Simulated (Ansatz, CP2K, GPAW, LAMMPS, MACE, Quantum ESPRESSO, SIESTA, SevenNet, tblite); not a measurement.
**Other levels on glassy 94B2O3-6CaO (mol %) (77 atoms)**

Density of this cell: 2.00 g/cm³. The cell holds 77 atoms: 30 B, 1 Ca and 46 O. Its edges and angles: a = 9.702 Å, b = 9.702 Å, c = 9.702 Å, α = 90.0°, β = 90.0°, γ = 90.0°. 77 atoms (30 B, 1 Ca, 46 O) placed at random at 1.98 g/cm³, melted at 3000 K for 20 ps at fixed volume with the Buckingham and Coulomb pair potential of Guillot and Sator (Geochim. Cosmochim. Acta 71, 1249 (2007)) with the boron terms of Wang et al. (J. Non-Cryst. Solids 498, 294 (2018)). Quenched from 3000 K to 300 K at 20 K/ps and fixed volume, held 10 ps at zero pressure.

Geometry: as built.

The reference, a calculation:

- method: Kohn-Sham DFT, PBE, PAW, plane waves (Ansatz 0.2.0); cutoff 420 eV, Γ point, fermi-dirac smearing of 0.05 eV; PAW set soft_2
- r.m.s. force component: 0.9446 eV/Å
- longest force: 4.238 eV/Å
- pressure: -9.04 GPa
- gap (highest filled to lowest empty level): 3.847 eV
- SCF cycles: 9
- time: 4.3 s on 8 threads of Arm Neoverse V2, shared host
- CPU time: 30 s

Runs, in no order:
A. GPAW PBE, LCAO szp(dzp), h 0.18 Å: Kohn-Sham DFT, PBE, PAW, atomic orbitals (szp(dzp))
B. QE PBE, sssp-1.3.0-efficiency, 60/480 Ry: Kohn-Sham DFT, PBE, SSSP efficiency 1.3.0 pseudopotentials, plane waves
C. CP2K PBE, DZVP-UZH, 600/50 Ry, diagonalisation: Kohn-Sham DFT, PBE, GTH-PBE pseudopotentials, Gaussian and plane waves, DZVP-MOLOPT (UZH set), diagonalisation
D. GPAW PBE, LCAO dzp, h 0.18 Å: Kohn-Sham DFT, PBE, PAW, atomic orbitals (dzp)
E. CP2K PBE, SZV-MOLOPT-SR, 600/50 Ry, diagonalisation: Kohn-Sham DFT, PBE, GTH-PBE pseudopotentials, Gaussian and plane waves, SZV-MOLOPT-SR-GTH, diagonalisation

**Question.** Rank the runs by how far their forces lie from the reference's, least first.

B, C, D, A, E.

| run | Δ force, r.m.s. (meV/Å) | share of r.m.s. force (%) | CPU time |
| --- | --- | --- | --- |
| B. QE PBE, sssp-1.3.0-efficiency, 60/480 Ry | 14.5 | 1.54 | 4.6 min |
| C. CP2K PBE, DZVP-UZH, 600/50 Ry, diagonalisation | 80.6 | 8.53 | 3.6 min |
| D. GPAW PBE, LCAO dzp, h 0.18 Å | 141 | 14.9 | 89 s |
| A. GPAW PBE, LCAO szp(dzp), h 0.18 Å | 405 | 42.8 | 63 s |
| E. CP2K PBE, SZV-MOLOPT-SR, 600/50 Ry, diagonalisation | 597 | 63.2 | 96 s |

The network of bonds at the start is that of the classical potential that made the cell, and needn't be the one that DFT or experiment would give. The electronic-structure runs sample only Γ, in a cell whose shortest periodic width is 10 Å.

[Hosts, paths, dates, database ids (printed as entryN), source tags and the programs' standing remarks are cut or masked in the printed files.]
